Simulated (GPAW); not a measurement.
## The basis that the transmission of a Au chain with an Al atom on top of one atom needs

How well does a Au chain with an Al atom on top of one atom conduct at low bias, and how far do basis and functional move the answer?

Main program and level: GPAW 26.7.0; GPAW LCAO, PAW setups; Landauer transmission from Green's functions with principal layers (ASE), zero bias.

Report form: the programs' logs are mostly left out.

### Step 1. Starting point

The cell holds 12 atoms: 11 Au and 1 Al. Its edges and angles: a = 9.000 Å, b = 9.000 Å, c = 28.600 Å, α = 90.0°, β = 90.0°, γ = 90.0°. Regions: left lead, 5 atoms (5 Au); channel, 2 atoms (1 Au and 1 Al); right lead, 5 atoms (5 Au). Vacuum lies along a and b. The structure is stacked along c, and the current runs across the ab planes.

### Step 2. Double-zeta polarised basis

The script solves lead and junction separately, takes H and S in the orbital basis, and joins semi-infinite leads through their self-energies; the dzp basis is the working standard.

run.py

```python
import json
import numpy as np
from ase import Atoms
from ase.transport.calculators import TransportCalculator
from gpaw import GPAW, FermiDirac
from gpaw.lcao.tools import get_lcao_hamiltonian
from scipy.linalg import eigh

# The junction with lead layers at both ends, along the third cell vector
device = Atoms(
    ['Au', 'Au', 'Au', 'Au', 'Au', 'Au', 'Al', 'Au', 'Au', 'Au', 'Au', 'Au'],
    positions=[
        [4.50000, 4.50000, 1.30000],
        [4.50000, 4.50000, 3.90000],
        [4.50000, 4.50000, 6.50000],
        [4.50000, 4.50000, 9.10000],
        [4.50000, 4.50000, 11.70000],
        [4.50000, 4.50000, 14.30000],
        [6.81630, 4.50000, 14.30000],
        [4.50000, 4.50000, 16.90000],
        [4.50000, 4.50000, 19.50000],
        [4.50000, 4.50000, 22.10000],
        [4.50000, 4.50000, 24.70000],
        [4.50000, 4.50000, 27.30000]],
    cell=[[9.0, 0.0, 0.0], [0.0, 9.0, 0.0], [0.0, 0.0, 28.6]],
    pbc=True)

# One principal layer of the lead: the first 3 atoms of the device
lead = Atoms(
    ['Au', 'Au', 'Au'],
    positions=[
        [4.50000, 4.50000, 1.30000],
        [4.50000, 4.50000, 3.90000],
        [4.50000, 4.50000, 6.50000]],
    cell=[[9.0, 0.0, 0.0], [0.0, 9.0, 0.0], [0.0, 0.0, 7.8]],
    pbc=True)

settings = dict(mode='lcao', basis='dzp', xc='PBE', h=0.2,
                occupations=FermiDirac(0.1), maxiter=250,
                mixer=dict(beta=0.1, nmaxold=8, weight=100.0),
                convergence=dict(density=0.0001))
energies = np.arange(-2, 2 + 1e-9, 0.05)
eta = 0.0001
n1, n2 = 1, 1
# k and -k transmit alike, so half of the mesh across the current serves
mesh = [(i, j) for i in range(n1) for j in range(n2) if (i, j) <= (-i % n1, -j % n2)]
weights = np.array([1 if (i, j) == (-i % n1, -j % n2) else 2 for i, j in mesh]) / (n1 * n2)

# [... helper functions left out ...]
fermi_lead = ground_state(lead, (1, 1, 15), 'lead.txt')
fermi_device = ground_state(device, (1, 1, 3), 'device.txt')
# [... loop over the mesh left out, but for ...]
        # Shift the lead onto the potential of the device's first layer
        shift = ((H[:, 0, 0] - H0[:, 0, 0]) / S0[0, 0]).real.mean()
# [...]
kT = 8.617333e-5 * 200
bias = [0.1, 0.2, 0.5, 1.0, 1.5, 2.0]
# [... integrals and printing left out ...]
```

Run with:

```console
$ OMP_NUM_THREADS=1 OPENBLAS_NUM_THREADS=1 python run.py
```

It took 37 s on 1 thread of Arm Neoverse V1, shared host; peak memory 0.97 GiB.

This step gave:

| Item | Value |
| --- | --- |
| conductance | 0.9744 G₀ |
| largest coupling past the next principal layer | 2.46e-7 eV |
| largest misfit of the first principal layer | 0.03310 eV |
| shift that aligns the lead | -0.009257 eV |
| basis functions of the junction | 178 |
| basis functions of a principal layer | 45 |
| transmission at the Fermi level (one spin) | 0.9748 |

One spin. Transmission, zone mean against energy, zero at the Fermi level:

```csv
energy (eV),"transmission, zone mean"
-2.00,2.24
-1.90,2.23
-1.80,2.21
-1.70,2.17
-1.55,2.07
-1.45,1.96
-1.35,1.72
-1.30,2.08
-1.25,2.07
-1.15,2.37
-1.05,2.21
-0.90,1.67
-0.80,1.36
-0.70,1.45
-0.60,1.46
-0.50,1.43
-0.40,1.38
-0.25,1.14
-0.15,1.15
-0.05,0.969
0.00,0.975
0.05,0.979
0.15,0.984
0.25,0.987
0.40,0.988
0.50,0.989
0.60,0.989
0.70,0.988
0.80,0.991
0.90,0.986
1.05,0.984
1.15,0.983
1.25,0.981
1.35,0.978
1.45,0.975
1.55,0.971
1.70,0.963
1.80,0.956
1.90,0.946
2.00,0.934
```

Not self-consistent under bias; the bias window is split evenly. The current through one cell, from the zero-bias transmission by bias:

```csv
bias (V),"current through one cell, from the zero-bias transmission (μA)"
0.100,7.55
0.200,15.1
0.500,39.7
1.000,84.7
1.500,132
2.000,183
```

Table of transmission of the three most open eigenchannels by energy, zero at the Fermi level:

```csv
energy (eV),channel 1,channel 2,channel 3
-2.00,0.901,0.719,0.622
-1.85,0.881,0.715,0.623
-1.70,0.847,0.700,0.619
-1.60,0.808,0.686,0.616
-1.45,0.691,0.660,0.612
-1.30,0.942,0.617,0.385
-1.15,0.720,0.619,0.562
-1.05,0.725,0.630,0.526
-0.90,0.685,0.465,0.367
-0.75,0.790,0.403,0.167
-0.60,0.897,0.341,0.120
-0.50,0.929,0.301,0.127
-0.35,0.943,0.244,0.115
-0.20,0.920,0.187,0.0799
-0.05,0.969,2.1e-10,1.1e-10
0.00,0.975,1.1e-11,6.2e-12
0.05,0.979,1.3e-12,0
0.20,0.986,0,0
0.35,0.988,0,0
0.50,0.989,0,0
0.60,0.989,0,0
0.75,0.989,0,0
0.90,0.986,0,0
1.05,0.984,0,0
1.15,0.983,0,0
1.30,0.980,0,0
1.45,0.975,0,0
1.60,0.969,0,0
1.70,0.963,0,0
1.85,0.952,0,0
2.00,0.934,0,0
```

Couplings past the next layer reach 2.5e-7 eV, small enough to drop; the matrix elements of the cell's first layer differ from the bulk lead's by up to 0.033 eV. That layer keeps its own values in the calculation, and only beyond it is the lead taken as perfect. The Fermi levels of lead and junction count from different zeros of potential, one for each periodic cell; with both set to zero, the small remaining shift is what aligns them. Without spin-orbit coupling, which is large for these atoms, channel counts and T are those of the scalar-relativistic bands. By hand: G = 0.9744 × 77.48 μS = 75.5 μS, a resistance of 13.2 kΩ; at 0.1 V a linear junction would pass 7.55 μA, and the integral over the bias window gives 7.55 μA.

### Step 3. GPAW, szp: basis = "szp(dzp)"

One radial function a shell plus polarisation makes the matrices smaller; the question is what that costs.

Edit run.py of step 2 so:

```diff
@@ -37,3 +37,3 @@
 
-settings = dict(mode='lcao', basis='dzp', xc='PBE', h=0.2,
+settings = dict(mode='lcao', basis='szp(dzp)', xc='PBE', h=0.2,
                 occupations=FermiDirac(0.1), maxiter=250,
```

Wall time 29 s (1 thread); peak memory 0.96 GiB.

This step gave:

| Property | Result |
| --- | --- |
| conductance | 0.9904 G₀ |
| largest coupling past the next principal layer | 2.47e-7 eV |
| largest misfit of the first principal layer | 0.02050 eV |
| shift that aligns the lead | -0.008069 eV |
| basis functions of the junction | 108 |
| basis functions of a principal layer | 27 |
| transmission at the Fermi level (one spin) | 0.9867 |

One spin. Transmission, zone mean against energy, zero at the Fermi level:

energy (eV), transmission, zone mean and a bar from the least value:
```
    -2.00       1.93 ###################
    -1.90       1.95 ####################
    -1.80       1.94 ###################
    -1.70       1.91 ###################
    -1.55       1.82 #################
    -1.45       1.71 ###############
    -1.35       1.54 ############
    -1.25       1.31 ########
    -1.15       2.42 ############################
    -1.10       2.51 ##############################
    -1.05       2.38 ############################
    -0.90       1.87 ##################
    -0.80       1.78 ################
    -0.75       2.10 ######################
    -0.70       1.62 ##############
    -0.60       1.62 #############
    -0.50       1.59 #############
    -0.40       1.54 ############
    -0.25       1.29 #######
    -0.15       1.38 #########
    -0.05       0.98 ##
     0.00       0.99 ##
     0.05       0.99 ##
     0.15       0.99 ##
     0.25       0.99 ##
     0.40       0.99 ##
     0.50       0.99 ##
     0.60       0.99 ##
     0.70       0.99 ##
     0.80       0.99 ##
     0.90       0.99 ##
     1.05       0.99 ##
     1.15       0.98 ##
     1.25       0.98 ##
     1.35       0.98 ##
     1.45       0.97 ##
     1.55       0.96 #
     1.70       0.95 #
     1.80       0.94 #
     1.90       0.92 
     2.00       0.89
```

Not self-consistent under bias; the bias window is split evenly. The current through one cell, from the zero-bias transmission by bias:

```csv
bias (V),"current through one cell, from the zero-bias transmission (μA)"
0.100,7.72
0.200,15.9
0.500,42.8
1.000,91.3
1.500,143
2.000,199
```

Transmission of the three most open eigenchannels against energy, zero at the Fermi level:

```csv
energy (eV),channel 1,channel 2,channel 3
-2.00,0.853,0.551,0.527
-1.90,0.835,0.570,0.545
-1.80,0.811,0.577,0.555
-1.70,0.775,0.577,0.560
-1.55,0.684,0.568,0.567
-1.45,0.579,0.575,0.555
-1.35,0.594,0.539,0.407
-1.25,0.631,0.520,0.156
-1.15,0.979,0.746,0.490
-1.05,0.795,0.782,0.454
-0.90,0.887,0.418,0.329
-0.80,0.933,0.401,0.245
-0.70,0.937,0.383,0.164
-0.60,0.957,0.367,0.158
-0.50,0.964,0.352,0.163
-0.40,0.952,0.338,0.160
-0.25,0.836,0.319,0.129
-0.15,0.969,0.294,0.113
-0.05,0.983,3.8e-9,1.5e-9
0.00,0.987,8.8e-11,3.8e-11
0.05,0.989,7.4e-12,3.4e-12
0.15,0.992,0,0
0.25,0.993,0,0
0.40,0.993,0,0
0.50,0.993,0,0
0.60,0.993,0,0
0.70,0.992,0,0
0.80,0.990,0,0
0.90,0.990,0,0
1.05,0.987,0,0
1.15,0.984,0,0
1.25,0.981,0,0
1.35,0.977,0,0
1.45,0.972,0,0
1.55,0.965,0,0
1.70,0.950,0,0
1.80,0.936,0,0
1.90,0.917,0,0
2.00,0.890,0,0
```

The conductance, 0.990 G₀, lies 1.6 % above that of the dzp run.

### Step 4. GPAW, sz: basis = "sz(dzp)"

One function for each valence shell of the setup, as for a first survey of a large system.

Edit run.py of step 3 so:

```diff
@@ -37,3 +37,3 @@
 
-settings = dict(mode='lcao', basis='szp(dzp)', xc='PBE', h=0.2,
+settings = dict(mode='lcao', basis='sz(dzp)', xc='PBE', h=0.2,
                 occupations=FermiDirac(0.1), maxiter=250,
```

Run time: 23 s. Hardware: 1 thread; peak memory 0.92 GiB.

This step gave:

- conductance: 0.9950 G₀
- largest misfit of the first principal layer: 0.01925 eV
- shift that aligns the lead: -0.008810 eV
- basis functions of the junction: 70
- basis functions of a principal layer: 18
- transmission at the Fermi level (one spin): 0.9925

One spin. Transmission, zone mean against energy, zero at the Fermi level:

energy (eV), transmission, zone mean and a bar from the least value:
```
   -2.000       1.98 ####################
   -1.800       1.95 ###################
   -1.600       1.82 #################
   -1.400       1.52 ############
   -1.200       2.24 ########################
   -1.100       2.59 ##############################
   -1.000       2.06 #####################
   -0.800       1.67 ##############
   -0.600       1.54 ############
   -0.400       1.47 ###########
   -0.200       1.32 ########
    0.000       0.99 ##
    0.200       1.00 ###
    0.400       1.00 ###
    0.600       1.00 ###
    0.800       1.00 ###
    1.000       1.00 ###
    1.200       0.99 ##
    1.400       0.98 ##
    1.600       0.97 ##
    1.800       0.93 #
    2.000       0.85
```

The conductance, 0.995 G₀, lies 2.1 % above that of the dzp run.

### Step 5. RPBE in the dzp basis: xc = "RPBE"

Back in the dzp basis, the functional changes from PBE to RPBE, to set the spread between functionals beside that between bases.

Edit run.py of step 4 so:

```diff
@@ -37,3 +37,3 @@
 
-settings = dict(mode='lcao', basis='sz(dzp)', xc='PBE', h=0.2,
+settings = dict(mode='lcao', basis='dzp', xc='RPBE', h=0.2,
                 occupations=FermiDirac(0.1), maxiter=250,
```

Wall time 37 s (1 thread); peak memory 0.97 GiB.

This step gave:

```
conductance                                    : 0.9755 G₀
largest coupling past the next principal layer : 2.64e-7 eV
largest misfit of the first principal layer    : 0.03508 eV
shift that aligns the lead                     : -0.01002 eV
basis functions of the junction                : 178
basis functions of a principal layer           : 45
transmission at the Fermi level (one spin)     : 0.9759
```

One spin. Table of transmission, zone mean by energy, zero at the Fermi level:

```csv
energy (eV),"transmission, zone mean"
-2.000,2.24
-1.800,2.18
-1.600,2.07
-1.400,1.78
-1.300,2.28
-1.200,1.76
-1.100,2.32
-1.000,1.96
-0.800,1.37
-0.600,1.43
-0.400,1.33
-0.200,1.15
0.000,0.976
0.200,0.986
0.400,0.989
0.600,0.989
0.800,0.989
1.000,0.985
1.200,0.982
1.400,0.977
1.600,0.968
1.800,0.955
2.000,0.931
```

The conductance equals that of the dzp run to 0.2 %.

### Step 6. The ladder

Times are for 1 thread of Arm Neoverse V1, shared host. The runs compared:

```csv
no.,run,conductance (G₀),time,memory (GiB)
1,dzp,0.9744,37 s,0.97
2,szp,0.9904,29 s,0.96
3,sz,0.9950,23 s,0.92
4,dzp RPBE,0.9755,37 s,0.97
```

### Step 7. Comparison

The curves are compared point by point over the common energies.

This step: comparison of transmission and cost over codes and levels (GPAW 26.7.0).

Ladder, by row:

```csv
step,code,T at the Fermi level (sum over the listed spins),conductance (G0),r.m.s. T(E) from the first,wall time (s),peak memory (GiB),threads
dzp,GPAW,0.9748,0.9744,0,36.86,0.97,1
szp,GPAW,0.9867,0.9904,0.2017,29.16,0.96,1
sz,GPAW,0.9925,0.995,0.1916,23.13,0.92,1
dzp-RPBE,GPAW,0.9759,0.9755,0.08599,37.19,0.97,1
```

Transmission, zone mean, sum over the listed spins against energy, zero at the Fermi level:

```csv
energy (eV),dzp,szp,sz,dzp-RPBE
-2.00,2.24,1.93,1.98,2.24
-1.85,2.22,1.95,1.97,2.20
-1.70,2.17,1.91,1.90,2.14
-1.50,2.03,1.77,1.70,1.97
-1.35,1.72,1.54,1.40,1.47
-1.30,2.08,1.43,1.27,2.28
-1.20,1.89,2.14,2.24,1.76
-1.15,2.37,2.42,2.49,1.75
-1.05,2.21,2.38,2.33,2.16
-0.90,1.67,1.87,1.77,1.60
-0.70,1.45,1.62,1.56,1.43
-0.55,1.45,1.60,1.52,1.41
-0.40,1.38,1.54,1.47,1.33
-0.25,1.14,1.29,1.28,1.13
-0.10,0.959,1.21,1.14,0.961
0.00,0.975,0.987,0.993,0.976
0.10,0.982,0.991,0.995,0.983
0.25,0.987,0.993,0.997,0.987
0.40,0.988,0.993,0.998,0.989
0.55,0.989,0.993,0.998,0.989
0.70,0.988,0.992,0.997,0.989
0.90,0.986,0.990,0.996,0.986
1.05,0.984,0.987,0.995,0.984
1.20,0.982,0.983,0.992,0.982
1.35,0.978,0.977,0.987,0.978
1.50,0.973,0.968,0.978,0.973
1.70,0.963,0.950,0.954,0.962
1.85,0.952,0.927,0.918,0.95
2.00,0.934,0.890,0.848,0.931
```

### Step 8. Temperature 700, broadening 1e-05, k-points along the lead 40

Temperature enters only through the Fermi window. The broadening keeps the Green's functions finite; too large a value absorbs electrons where channels are open and leaks them where none are. The lead's own mesh along the current sets its density and potential; where the lead is aligned to the junction's end layer, a rigid shift drops out.

This step: GPAW LCAO, PAW setups; Landauer transmission from Green's functions with principal layers (ASE), zero bias (GPAW 26.7.0).

Edit run.py of step 5 so:

```diff
@@ -37,3 +37,3 @@
 
-settings = dict(mode='lcao', basis='dzp', xc='RPBE', h=0.2,
+settings = dict(mode='lcao', basis='dzp', xc='PBE', h=0.2,
                 occupations=FermiDirac(0.1), maxiter=250,
@@ -42,3 +42,3 @@
 energies = np.arange(-2, 2 + 1e-9, 0.05)
-eta = 0.0001
+eta = 1e-05
 n1, n2 = 1, 1
@@ -49,3 +49,3 @@
 # [... helper functions left out ...]
-fermi_lead = ground_state(lead, (1, 1, 15), 'lead.txt')
+fermi_lead = ground_state(lead, (1, 1, 40), 'lead.txt')
 fermi_device = ground_state(device, (1, 1, 3), 'device.txt')
@@ -55,3 +55,3 @@
 # [...]
-kT = 8.617333e-5 * 200
+kT = 8.617333e-5 * 700
 bias = [0.1, 0.2, 0.5, 1.0, 1.5, 2.0]
```

Elapsed: 39 s, on 1 thread; peak memory 0.97 GiB.

This step gave:

- conductance: 0.9983 G₀
- largest coupling past the next principal layer: 2.46e-7 eV
- largest misfit of the first principal layer: 0.03314 eV
- shift that aligns the lead: -0.009322 eV
- transmission at the Fermi level (one spin): 0.9758

One spin. Table of transmission, zone mean by energy, zero at the Fermi level:

```csv
energy (eV),"transmission, zone mean"
-2.00,2.24
-1.85,2.22
-1.70,2.17
-1.60,2.11
-1.45,1.97
-1.30,2.09
-1.15,2.38
-1.05,2.22
-0.90,1.68
-0.75,1.42
-0.60,1.46
-0.50,1.43
-0.35,1.34
-0.20,1.19
-0.05,0.970
0.00,0.976
0.05,0.980
0.20,0.986
0.35,0.989
0.50,0.989
0.60,0.989
0.75,0.989
0.90,0.987
1.05,0.985
1.15,0.983
1.30,0.980
1.45,0.976
1.60,0.969
1.70,0.964
1.85,0.952
2.00,0.934
```

Not self-consistent under bias; the bias window is split evenly. Table of current through one cell, from the zero-bias transmission by bias:

```csv
bias (V),"current through one cell, from the zero-bias transmission (μA)"
0.100,7.75
0.200,15.6
0.500,40.2
1.000,85.1
1.500,132
2.000,184
```

The transmission of the three most open eigenchannels by energy, zero at the Fermi level:

```csv
energy (eV),channel 1,channel 2,channel 3
-2.000,0.901,0.721,0.623
-1.800,0.873,0.712,0.623
-1.600,0.808,0.687,0.616
-1.400,0.651,0.615,0.613
-1.200,0.728,0.577,0.561
-1.000,0.640,0.625,0.507
-0.800,0.733,0.424,0.194
-0.600,0.899,0.342,0.120
-0.400,0.945,0.263,0.121
-0.200,0.921,0.187,0.0802
0.000,0.976,0,0
0.200,0.986,0,0
0.400,0.989,0,0
0.600,0.989,0,0
0.800,0.992,0,0
1.000,0.986,0,0
1.200,0.982,0,0
1.400,0.977,0,0
1.600,0.969,0,0
1.800,0.956,0,0
2.000,0.934,0,0
```

With these changes, and at 700 K in place of 200 K, the conductance is 0.998 G₀ against 0.974 in the dzp run; T at the Fermi level, which temperature doesn't enter, is 0.976 against 0.975.

### Step 9. A second varied run

A last run, with other settings again.

Edit run.py of step 8 so:

```diff
@@ -38,3 +38,3 @@
 settings = dict(mode='lcao', basis='dzp', xc='PBE', h=0.2,
-                occupations=FermiDirac(0.1), maxiter=250,
+                occupations=FermiDirac(0.1), maxiter=5,
                 mixer=dict(beta=0.1, nmaxold=8, weight=100.0),
@@ -42,3 +42,3 @@
 energies = np.arange(-2, 2 + 1e-9, 0.05)
-eta = 1e-05
+eta = 0.0001
 n1, n2 = 1, 1
@@ -49,3 +49,3 @@
 # [... helper functions left out ...]
-fermi_lead = ground_state(lead, (1, 1, 40), 'lead.txt')
+fermi_lead = ground_state(lead, (1, 1, 15), 'lead.txt')
 fermi_device = ground_state(device, (1, 1, 3), 'device.txt')
@@ -55,3 +55,3 @@
 # [...]
-kT = 8.617333e-5 * 700
+kT = 8.617333e-5 * 200
 bias = [0.1, 0.2, 0.5, 1.0, 1.5, 2.0]
```

The job ended after 4.5 s (1 thread; peak memory 0.33 GiB).

The fault put into the input: too few SCF iterations (maxiter = 5).

### Step 10. Results

- conductance: 0.974 G₀
- transmission at the Fermi level, mean of the spins: 0.975

In words: In the dzp basis the junction conducts 0.974 G₀ at 200 K, with T = 0.975 a spin at the Fermi level; the sz basis reaches that conductance within 10 %. At the Fermi level one eigenchannel carries the current (0.97). Measured against the first run (dzp), the nearest curve is that of dzp-RPBE (r.m.s. 0.086) and the farthest that of szp (0.20). Over the compared runs wall time goes from 23 s (sz) to 37 s (dzp-RPBE), on a shared host. The geometry was built from estimated bond lengths and not relaxed, so the numbers describe this model structure. Spin-orbit coupling is left out, which matters for the heavy atoms here. An evenly spaced straight chain is an idealisation: free chains tend to dimerise, zigzag or, where a band edge lies near the Fermi level, turn magnetic. The currents use the zero-bias T(E) throughout, which holds only while the bias is small against the distance to the nearest feature. The thermopower isn't quoted: it samples T(E) farther from the Fermi level than the conductance does, and the energy grid wasn't tested for it.

[Logs are printed without paths, hosts, clocks, repeated set-up lines and the standing remarks that a program may print on its own settings, such as how far it seeks lower states.]

[Hosts, paths, dates, database ids (printed as entryN), source tags and the programs' standing remarks are cut or masked in the printed files.]
